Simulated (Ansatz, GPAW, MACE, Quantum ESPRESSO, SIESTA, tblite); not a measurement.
# SIESTA on Nb(100)/C(110) interface (68 atoms): settings against a plane-wave reference

How do the settings of SIESTA change the result for Nb(100)/C(110) interface (68 atoms)? A plane-wave run serves as the yardstick.

Main program and level: SIESTA 5.4.2; the method is named at each step.

## (1) The structure

The cell holds 68 atoms: 20 Nb and 48 C. Its edges and angles: a = 7.134 Å, b = 7.567 Å, c = 22.999 Å, α = 90.0°, β = 90.0°, γ = 90.0°. Bcc Nb(100), 4 repeat layers, 5 surface cells, strained -3.32 and +2.54 %; diamond-structure C(110), 4 layers, 6 cells, -0.00 and -0.00 %; outer planes 2.25 Å apart, 12 Å of vacuum above; not relaxed, displaced by a Gaussian of 0.02 Å. Then every atom was moved at random, 0.05 Å r.m.s. a Cartesian component. Regions: Nb, 20 atoms (20 Nb); C, 48 atoms (48 C). Vacuum lies along c.

The yardstick, on the same geometry:

* method: Kohn-Sham DFT, PBE, PAW, plane waves (Ansatz 0.2.0); cutoff 420 eV, Γ point, fermi-dirac smearing of 0.05 eV; PAW set soft_2
* r.m.s. force component: 2.342 eV/Å
* longest force: 9.325 eV/Å
* SCF cycles: 15
* time: 17 s on 4 threads of Arm Neoverse V1, shared host
* CPU time: 65 s

## (2) PBE, DZP, shift 0.01 Ry, mesh 300 Ry

Method: Kohn-Sham DFT, PBE, PseudoDojo 0.4.1 norm-conserving pseudopotentials (converted to PSML), numerical atomic orbitals (DZP), diagonalisation.

The .psml files are PseudoDojo norm-conserving potentials that we converted to this format, checked against plane waves on the same files for H, C, O, Si, Ge and Ca alone.

File input.fdf:

```
SystemLabel cell
NumberOfAtoms 68
NumberOfSpecies 2
%block ChemicalSpeciesLabel
  1 41 Nb
  2 6 C
%endblock ChemicalSpeciesLabel
LatticeConstant 1.0 Ang
%block LatticeVectors
  7.13400 0.00000 0.00000
  0.00000 7.56670 0.00000
  0.00000 0.00000 22.99872
%endblock LatticeVectors
PAO.BasisSize DZP
PAO.EnergyShift 0.01 Ry
XC.Functional GGA
XC.Authors PBE
MeshCutoff 300 Ry
%block kgrid_Monkhorst_Pack
  1 0 0 0.0
  0 1 0 0.0
  0 0 1 0.0
%endblock kgrid_Monkhorst_Pack
SolutionMethod diagon
OccupationFunction FD
ElectronicTemperature 580 K
SCF.Mixer.Method Pulay
SCF.Mixer.Weight 0.05
SCF.Mixer.History 8
SCF.Mix Hamiltonian
MaxSCFIterations 300
SCF.DM.Tolerance 1e-04
SCF.H.Tolerance 1.0e-3 eV
WriteForces T
Write.HirshfeldPop T
Write.VoronoiPop T
Write.DM F
Write.H F
XML.Write F
AtomicCoordinatesFormat Fractional
%block AtomicCoordinatesAndAtomicSpecies
  0.79977 0.40014 0.26019 1
  0.69995 0.09245 0.33394 1
  0.80247 0.39155 0.40588 1
  0.50600 0.50286 0.47275 1
  0.59368 0.79767 0.26066 1
  0.50806 0.49874 0.33454 1
  0.60895 0.80650 0.40837 1
  0.29258 0.89644 0.47646 1
  0.40942 0.20080 0.25782 1
  0.29836 0.89999 0.33590 1
  0.39563 0.18759 0.40422 1
  0.10828 0.30869 0.47044 1
  0.19738 0.59448 0.25996 1
  0.09962 0.30738 0.33091 1
  0.19282 0.60657 0.40313 1
  0.88378 0.69563 0.47665 1
  0.98047 0.01219 0.26429 1
  0.90928 0.70121 0.33556 1
  0.99976 0.00059 0.40576 1
  0.69944 0.11046 0.47551 1
  0.54703 0.74403 0.57213 2
  0.16644 0.59085 0.57268 2
  0.27973 0.58645 0.63153 2
  0.41909 0.75515 0.62924 2
  0.53615 0.75543 0.68066 2
  0.16951 0.60421 0.68467 2
  0.29792 0.58971 0.73746 2
  0.42117 0.75779 0.73423 2
  0.54271 0.09989 0.57321 2
  0.18880 0.91687 0.57441 2
  0.30372 0.91568 0.63038 2
  0.41883 0.09302 0.62962 2
  0.55224 0.09632 0.68465 2
  0.16491 0.93429 0.68098 2
  0.30055 0.91183 0.73769 2
  0.41326 0.08873 0.73851 2
  0.05274 0.75818 0.57712 2
  0.67485 0.59474 0.57785 2
  0.78606 0.60104 0.63326 2
  0.91132 0.76121 0.62580 2
  0.06150 0.76015 0.68606 2
  0.65372 0.58530 0.68492 2
  0.79877 0.58933 0.73918 2
  0.92030 0.76895 0.73794 2
  0.53862 0.42386 0.57429 2
  0.17095 0.24716 0.57068 2
  0.30392 0.27178 0.63071 2
  0.42001 0.40946 0.63014 2
  0.54948 0.41155 0.69102 2
  0.16303 0.25070 0.68123 2
  0.28598 0.26152 0.73984 2
  0.41663 0.41738 0.74030 2
  0.05172 0.09731 0.57664 2
  0.67375 0.91997 0.57545 2
  0.79043 0.93030 0.62548 2
  0.92637 0.10900 0.62874 2
[... 8 atom lines left out ...]
  0.05025 0.42038 0.68587 2
  0.67016 0.26803 0.68344 2
  0.79912 0.25378 0.74299 2
  0.91764 0.42671 0.73877 2
%endblock AtomicCoordinatesAndAtomicSpecies
```

On the command line:

```console
> OMP_NUM_THREADS=1 mpirun -np 2 siesta < input.fdf > output.txt
```

Standard output:

```text
Version         : 5.4.2
reinit: System Name:
reinit: System Label: cell
initatom: Reading input for the pseudopotentials and atomic orbitals ----------
Species number:   1 Atomic number:   41 Label: Nb
Species number:   2 Atomic number:    6 Label: C
Ground state valence configuration (from tables):   5s01  5p00  4d04  4f00
Ground state valence configuration (from tables):   2s02  2p02  3d00  4f00
---- Processing specs for species: Nb
GGA--PBE XC_GGA_X_PBE--XC_GGA_C_PBE pb
Semicore shell(s) with  8 electrons included in the valence for Nb
---- Processing specs for species: C
GGA--PBE XC_GGA_X_PBE--XC_GGA_C_PBE pb
Semicore shell(s): 4s 4p
Fallback to non-perturbative polarization scheme for Nb
Please see the manual if this is not desired in principle
Nb pseudopotential only contains V_ls up to l=2 -- lmxkb reset.
C pseudopotential only contains V_ls up to l=1 -- lmxkb reset.
Using PAO.SplitTailNorm
%block ChemicalSpeciesLabel
    1   41 Nb                      # Species index, atomic number, species label
    2    6 C                       # Species index, atomic number, species label
%endblock ChemicalSpeciesLabel
%block PAO.Basis                 # Define Basis set
Nb                    5                    # Species label, number of l-shells
 n=4   0   1                         # n, l, Nzeta
   3.051
   1.000
 n=5   0   2                         # n, l, Nzeta
   7.969      5.996
   1.000      1.000
 n=4   1   1                         # n, l, Nzeta
   3.497
   1.000
 n=5   1   1                         # n, l, Nzeta
   7.969
   1.000
 n=4   2   2                         # n, l, Nzeta
   6.142      4.248
   1.000      1.000
C                     2                    # Species label, number of l-shells
 n=2   0   2                         # n, l, Nzeta
   4.484      3.048
   1.000      1.000
 n=2   1   2 P   1                   # n, l, Nzeta, Polarization, NzetaPol
   5.436      3.692
   1.000      1.000
%endblock PAO.Basis
coor:   Atomic-coordinates input format  =     Fractional
siesta: System type = slab
initatomlists: Number of atoms, orbitals, and projectors:     68  1004   744
siesta: ******************** Simulation parameters ****************************
Total number of electrons:   452.000000
Total ionic charge:   452.000000
 Kpoints in:            1 . Kpoints trimmed:            1
siesta: k-grid: Number of k-points = 1
siesta: k-points from Monkhorst-Pack grid
siesta: k-cutoff (effective) =     3.567 Ang
siesta: k-point supercell and displacements
siesta: k-grid:     1     0     0      0.000
siesta: k-grid:     0     1     0      0.000
siesta: k-grid:     0     0     1      0.000
                     ====================================
                        Single-point calculation
                     ====================================
outcell: Unit cell vectors (Ang):
        7.134000    0.000000    0.000000
        0.000000    7.566700    0.000000
        0.000000    0.000000   22.998720
outcell: Cell vector modules (Ang)   :    7.134000    7.566700   22.998720
outcell: Cell angles (23,13,12) (deg):     90.0000     90.0000     90.0000
outcell: Cell volume (Ang**3)        :   1241.4902
Gamma-point calculation with interaction between periodic images
Gamma-point calculation with interaction between periodic images
Some features might not work optimally:
Some features might not work optimally:
e.g. DM initialization from atomic data
e.g. DM initialization from atomic data
new_DM -- step:     1
Initializing Density Matrix...
Attempting to read DM from file... Failed...
DM filled with atomic data:
InitMesh: MESH = 80 x 80 x 240 = 1536000
InitMesh: Mesh cutoff (required, used) =   300.000   300.966 Ry
stepf: Fermi-Dirac step function
        iscf     Eharris(eV)        E_KS(eV)     FreeEng(eV)     dDmax    Ef(eV) dHmax(eV)
   scf:    1   -37197.869660   -40239.125182   -40239.324289  1.837279 -3.199993113.294783
   scf:    2   -13215.616548   -34188.019970   -34188.366732  1.333756 -4.720425258.001579
   scf:    3   -40631.555478   -41518.931393   -41519.288623  1.216057 -3.994262 35.391592
   scf:    4   -41577.084999   -41570.394634   -41570.668366  0.181601 -3.902985 29.731832
   scf:    5   -40529.779862   -41352.267649   -41352.541111  0.418684 -3.945271 56.252493
   scf:    6   -41431.225993   -41640.107861   -41640.473113  0.376021 -3.892541 17.235042
   scf:    7   -41122.474086   -41519.721852   -41520.100016  0.264574 -3.953098 36.446340
   scf:    8   -41691.718781   -41618.919743   -41619.337682  0.131590 -3.988805 20.695181
[...]
scf:   35   -41674.359698   -41674.359677   -41674.795476  0.000054 -4.144954  0.001367
   scf:   36   -41674.359682   -41674.359680   -41674.795477  0.000044 -4.144978  0.001006
   scf:   37   -41674.359664   -41674.359672   -41674.795478  0.000055 -4.144730  0.000673
SCF Convergence by DM+H criterion
max |DM_out - DM_in|         :     0.0000553508
max |H_out - H_in|      (eV) :     0.0006732397
SCF cycle converged after 37 iterations
Using DM_out to compute the final energy and forces
siesta: E_KS(eV) =           -41674.3597
siesta: E_KS - E_eggbox =    -41674.3597
siesta: Atomic forces (eV/Ang):
     1   -0.294347   -0.214000   -0.550704
     2    0.000096    0.417594   -0.278908
     3   -0.345471    0.245458   -0.896800
     4   -0.230491    1.005203    4.398290
     5   -0.270773   -0.037809    0.083695
     6   -0.195151    0.320686   -0.977392
[...]
66    1.461045   -5.660384    2.648887
    67    3.753019    1.824390   -1.917773
    68   -3.759900   -0.389210   -0.422957
----------------------------------------
   Tot   -0.001085   -0.004963    0.009846
----------------------------------------
   Max    9.410263
   Res    2.434411    sqrt( Sum f_i^2 / 3N )
----------------------------------------
   Max    9.410263    constrained
Stress tensor Voigt[x,y,z,yz,xz,xy] (kbar):       20.26       -2.76       33.39        1.88       -4.37       -2.68
(Free)E + p*V (eV/cell)   -41687.9396
Target enthalpy (eV/cell)   -41674.7955
siesta: Program's energy decomposition (eV):
siesta: Ebs     =     -9579.067516
siesta: Eions   =     70712.463713
siesta: Ena     =     19325.024325
siesta: Ekin    =     15131.310733
siesta: Enl     =      3911.075289
siesta: DEna    =       486.142169
siesta: DUscf   =        37.650333
siesta: Ex      =     -9110.018917
siesta: Ec      =      -743.079892
siesta: Exc     =     -9853.098809
siesta: Eharris =    -41674.359664
siesta: Etot    =    -41674.359672
siesta: FreeEng =    -41674.795478
siesta: Final energy (eV):
siesta:  Band Struct. =   -9579.067516
siesta:       Kinetic =   15131.310733
siesta:       Hartree =  133213.177653
siesta:         Exch. =   -9110.018917
siesta:         Corr. =    -743.079892
siesta:   Exch.-corr. =   -9853.098809
siesta:  Ion-electron = -282762.219823
siesta:       Ion-ion =  102596.470573
siesta:         Total =  -41674.359672
siesta:         Fermi =      -4.144730
siesta: Stress tensor (static) (eV/Ang**3):
siesta:     0.012643   -0.001670   -0.002725
siesta:    -0.001670   -0.001724    0.001172
siesta:    -0.002725    0.001172    0.020843
siesta: Cell volume =       1241.490174 Ang**3
siesta: Pressure (static):
siesta:                Solid            Molecule  Units
siesta:          -0.00011531         -0.00011139  Ry/Bohr**3
siesta:          -0.01058739         -0.01022740  eV/Ang**3
siesta:         -16.96286322        -16.38610183  kBar
    Orbital volume contribution        =          43.135111 eV
    (Free)E + p_basis*V_orbitals       =      -41631.660367 eV
    (Free)Eharris+ p_basis*V_orbitals  =      -41631.660359 eV
siesta: Electric dipole (a.u.)  =   -0.000000   -0.000000   -3.432197
siesta: Electric dipole (Debye) =   -0.000000   -0.000000   -8.723774
Hirshfeld Atomic Populations:
Atom #   charge [q] valence [e]  Species
     1     0.043359   12.956641  Nb
     2    -0.040223   13.040223  Nb
     3    -0.042895   13.042895  Nb
     4     0.166024   12.833976  Nb
     5     0.050964   12.949036  Nb
     6    -0.015906   13.015906  Nb
[...]
18    -0.024643   13.024643  Nb
    19    -0.028523   13.028523  Nb
    20     0.140686   12.859314  Nb
    21    -0.067444    4.067444  C
    22    -0.048476    4.048476  C
    23     0.022474    3.977526  C
    24     0.010347    3.989653  C
    25     0.010353    3.989647  C
    26     0.012885    3.987115  C
[...]
66     0.020554    3.979446  C
    67    -0.058094    4.058094  C
    68    -0.015055    4.015055  C
--------------------
 Total    -0.000035
```

It took 4.5 min on 2 MPI ranks of Arm Neoverse V1, shared host; peak memory 1.3 GiB; 9.1 min of CPU time.

Banners and routine set-up lines are dropped from the logs; longer cuts are marked.

Numbers from this run, and their distance from the reference:

```
r.m.s. force component                  : 2.434 eV/Å
r.m.s. difference of force components   : 237.5 meV/Å
longest difference of force vectors     : 1076 meV/Å
force difference over r.m.s. force      : 10.14 %
slope of forces against the reference's : 1.035
correlation of force components         : 0.9958
```

Length of the force difference by element (eV/Å):

| element | atoms | mean | most |
| --- | --- | --- | --- |
| C | 48 | 0.44 | 1.1 |
| Nb | 20 | 0.096 | 0.17 |

A closer look about Nb8, whose charge lies farthest from its element's mean: 9 atoms, nearest first, numbered in the order of the input, with positions taken from that point.

| atom | x | y | z | distance (Å) | Hirshfeld charge (e) | Fx | Fy | Fz (eV/Å) |
| --- | --- | --- | --- | --- | --- | --- | --- | --- |
| Nb8 | 0.00 | 0.00 | 0.00 | 0.00 | 0.19 | 0.65 | -0.36 | 4.05 |
| C30 | -0.74 | 0.15 | 2.25 | 2.38 | -0.11 | -4.53 | 1.23 | -0.89 |
| Nb19 | -2.09 | 0.79 | -1.63 | 2.76 | -0.03 | 0.42 | -0.04 | -0.32 |
| Nb7 | 2.26 | -0.68 | -1.57 | 2.83 | -0.03 | -0.79 | -0.45 | -0.93 |
| Nb11 | 0.74 | 2.20 | -1.66 | 2.86 | -0.03 | 0.39 | 0.73 | -0.71 |
| Nb15 | -0.71 | -2.19 | -1.69 | 2.86 | -0.05 | 0.71 | -0.45 | 0.19 |
| C37 | -1.71 | -1.05 | 2.32 | 3.06 | -0.08 | 1.46 | -0.12 | -2.10 |
| C21 | 1.82 | -1.15 | 2.20 | 3.08 | -0.07 | 1.69 | 3.37 | 0.15 |
| Nb10 | 0.04 | 0.03 | -3.23 | 3.23 | -0.02 | 0.38 | -0.37 | -1.20 |

Forces lie 10 % from the reference's, at 8.4 times its CPU time (on 2 against 4 cores).

The difference per atom is largest on C (0.44 eV/Å on average, against 0.096 on Nb).

## (3) PBE, SZ, shift 0.01 Ry, mesh 300 Ry

Method: Kohn-Sham DFT, PBE, PseudoDojo 0.4.1 norm-conserving pseudopotentials (converted to PSML), numerical atomic orbitals (SZ), diagonalisation.

input.fdf: that of step 2 with these lines changed.

```diff
@@ -13,3 +13,3 @@
 %endblock LatticeVectors
-PAO.BasisSize DZP
+PAO.BasisSize SZ
 PAO.EnergyShift 0.01 Ry
```

On the command line:

```console
> OMP_NUM_THREADS=1 siesta < input.fdf > output.txt
```

Standard output:

```text
Version         : 5.4.2
reinit: System Name:
reinit: System Label: cell
initatom: Reading input for the pseudopotentials and atomic orbitals ----------
Species number:   1 Atomic number:   41 Label: Nb
Species number:   2 Atomic number:    6 Label: C
Ground state valence configuration (from tables):   5s01  5p00  4d04  4f00
Ground state valence configuration (from tables):   2s02  2p02  3d00  4f00
---- Processing specs for species: Nb
GGA--PBE XC_GGA_X_PBE--XC_GGA_C_PBE pb
Semicore shell(s) with  8 electrons included in the valence for Nb
[... lines left out ...]
stepf: Fermi-Dirac step function
        iscf     Eharris(eV)        E_KS(eV)     FreeEng(eV)     dDmax    Ef(eV) dHmax(eV)
[... lines left out ...]
SCF Convergence by DM+H criterion
[... lines left out ...]
SCF cycle converged after 31 iterations
[... lines left out ...]
   Max   11.386739
[... lines left out ...]
   Max   11.386739    constrained
Stress tensor Voigt[x,y,z,yz,xz,xy] (kbar):      -48.28      -55.40       31.04        0.03        0.94       -0.52
[... lines left out ...]
siesta: FreeEng =    -41606.901509
[... lines left out ...]
siesta:  Ion-electron = -282606.091139
siesta:       Ion-ion =  102596.470573
siesta:         Total =  -41606.439943
siesta:         Fermi =      -4.014436
siesta: Stress tensor (static) (eV/Ang**3):
siesta:    -0.030131   -0.000322    0.000586
siesta:    -0.000322   -0.034575    0.000017
siesta:     0.000586    0.000017    0.019371
siesta: Cell volume =       1241.490174 Ang**3
siesta: Pressure (static):
siesta:                Solid            Molecule  Units
siesta:           0.00016459          0.00007778  Ry/Bohr**3
siesta:           0.01511183          0.00714156  eV/Ang**3
siesta:          24.21181941         11.44203515  kBar
    Orbital volume contribution        =          21.864586 eV
    (Free)E + p_basis*V_orbitals       =      -41585.036923 eV
    (Free)Eharris+ p_basis*V_orbitals  =      -41585.036931 eV
siesta: Electric dipole (a.u.)  =   -0.000000   -0.000000   -7.127493
siesta: Electric dipole (Debye) =   -0.000000   -0.000000  -18.116280
Hirshfeld Atomic Populations:
Atom #   charge [q] valence [e]  Species
     1     0.071259   12.928741  Nb
     2    -0.039670   13.039670  Nb
     3    -0.048582   13.048582  Nb
[...]
19    -0.032260   13.032260  Nb
    20     0.177450   12.822550  Nb
    21    -0.078246    4.078246  C
    22    -0.062307    4.062307  C
    23     0.011624    3.988376  C
[...]
67    -0.049187    4.049187  C
    68    -0.031456    4.031456  C
--------------------
 Total    -0.000023
```

Wall time 2 min (1 thread); peak memory 0.58 GiB.

Compared with the plane-wave run:

| Item | Value |
| --- | --- |
| r.m.s. force component | 2.86 eV/Å |
| r.m.s. difference of force components | 1069 meV/Å |
| longest difference of force vectors | 3778 meV/Å |
| force difference over r.m.s. force | 45.63 % |
| slope of forces against the reference's | 1.142 |
| correlation of force components | 0.9348 |

This is a coarse setting, run to see what it loses.

Against the first run (10 %), the force difference from the reference is 46 %, at 0.22 times the CPU time (on 1 against 2 cores), with 392 basis functions against 1004: the smaller basis costs accuracy.

The difference per atom is largest on C (2.0 eV/Å on average, against 0.62 on Nb).

## (4) PBE, DZP, shift 0.01 Ry, mesh 100 Ry

Method: Kohn-Sham DFT, PBE, PseudoDojo 0.4.1 norm-conserving pseudopotentials (converted to PSML), numerical atomic orbitals (DZP), diagonalisation.

input.fdf: that of step 3 with these lines changed.

```diff
@@ -13,3 +13,3 @@
 %endblock LatticeVectors
-PAO.BasisSize SZ
+PAO.BasisSize DZP
 PAO.EnergyShift 0.01 Ry
@@ -17,3 +17,3 @@
 XC.Authors PBE
-MeshCutoff 300 Ry
+MeshCutoff 100 Ry
 %block kgrid_Monkhorst_Pack
```

Standard output:

```text
Version         : 5.4.2
reinit: System Name:
reinit: System Label: cell
initatom: Reading input for the pseudopotentials and atomic orbitals ----------
Species number:   1 Atomic number:   41 Label: Nb
Species number:   2 Atomic number:    6 Label: C
Ground state valence configuration (from tables):   5s01  5p00  4d04  4f00
[... lines left out ...]
        iscf     Eharris(eV)        E_KS(eV)     FreeEng(eV)     dDmax    Ef(eV) dHmax(eV)
[... lines left out ...]
SCF Convergence by DM+H criterion
[... lines left out ...]
SCF cycle converged after 37 iterations
[... lines left out ...]
   Max    9.411994
[... lines left out ...]
   Max    9.411994    constrained
Stress tensor Voigt[x,y,z,yz,xz,xy] (kbar):       20.10       -3.03       33.11        1.87       -4.39       -2.68
[... lines left out ...]
siesta: FreeEng =    -41674.871135
[... lines left out ...]
siesta:         Fermi =      -4.144676
[... lines left out ...]
siesta:          -0.00011368         -0.00010935  Ry/Bohr**3
siesta:          -0.01043795         -0.01003996  eV/Ang**3
siesta:         -16.72343331        -16.08578582  kBar
    Orbital volume contribution        =          43.135111 eV
    (Free)E + p_basis*V_orbitals       =      -41631.736024 eV
    (Free)Eharris+ p_basis*V_orbitals  =      -41631.736018 eV
siesta: Electric dipole (a.u.)  =   -0.000000   -0.000000   -3.432204
siesta: Electric dipole (Debye) =   -0.000000   -0.000000   -8.723792
Hirshfeld Atomic Populations:
Atom #   charge [q] valence [e]  Species
     1     0.043387   12.956613  Nb
     2    -0.040238   13.040238  Nb
     3    -0.042904   13.042904  Nb
[...]
19    -0.028545   13.028545  Nb
    20     0.140676   12.859324  Nb
    21    -0.067413    4.067413  C
    22    -0.048437    4.048437  C
    23     0.022440    3.977560  C
[...]
67    -0.058135    4.058135  C
    68    -0.015023    4.015023  C
--------------------
 Total    -0.000046
```

Run time: 2.5 min. Hardware: 1 thread; peak memory 0.47 GiB.

Numbers from this run, and their distance from the reference:

```yaml
r_m_s_force_component: 2.434 eV/Å
r_m_s_difference_of_force_components: 237.2 meV/Å
longest_difference_of_force_vectors: 1074 meV/Å
force_difference_over_r_m_s_force: 10.13 %
slope_of_forces_against_the_reference_s: 1.035
correlation_of_force_components: 0.9958
energy_less_the_same_level_run_s: -1.113 meV/atom
r_m_s_force_difference_from_the_same_level_run: 3.361 meV/Å
```

This is a coarse setting, run to see what it loses.

Against the first run (10 %), the force difference from the reference is 10 %, at 0.27 times the CPU time (on 1 against 2 cores): the change moves forces by 3.4 meV/Å r.m.s., so most of the difference comes from elsewhere.

The difference per atom is largest on C (0.44 eV/Å on average, against 0.096 on Nb).

(Part 1 of 2 ends here.)

[Long decimals in the printed logs are rounded to 6 places.]

[Also dropped from logs without a mark: lines with file paths, logging warnings of Python, QE's lines on negative density and diagonalisation, SIESTA's first energy breakdown, zero terms and Voronoi charges.]

[Logs are printed without paths, hosts, clocks, repeated set-up lines and the standing remarks that a program may print on its own settings, such as how far it seeks lower states.]

[Hosts, paths, dates, database ids (printed as entryN), source tags and the programs' standing remarks are cut or masked in the printed files.]

[Most failed runs of this program on this cell are left out, timed-out ones always.]
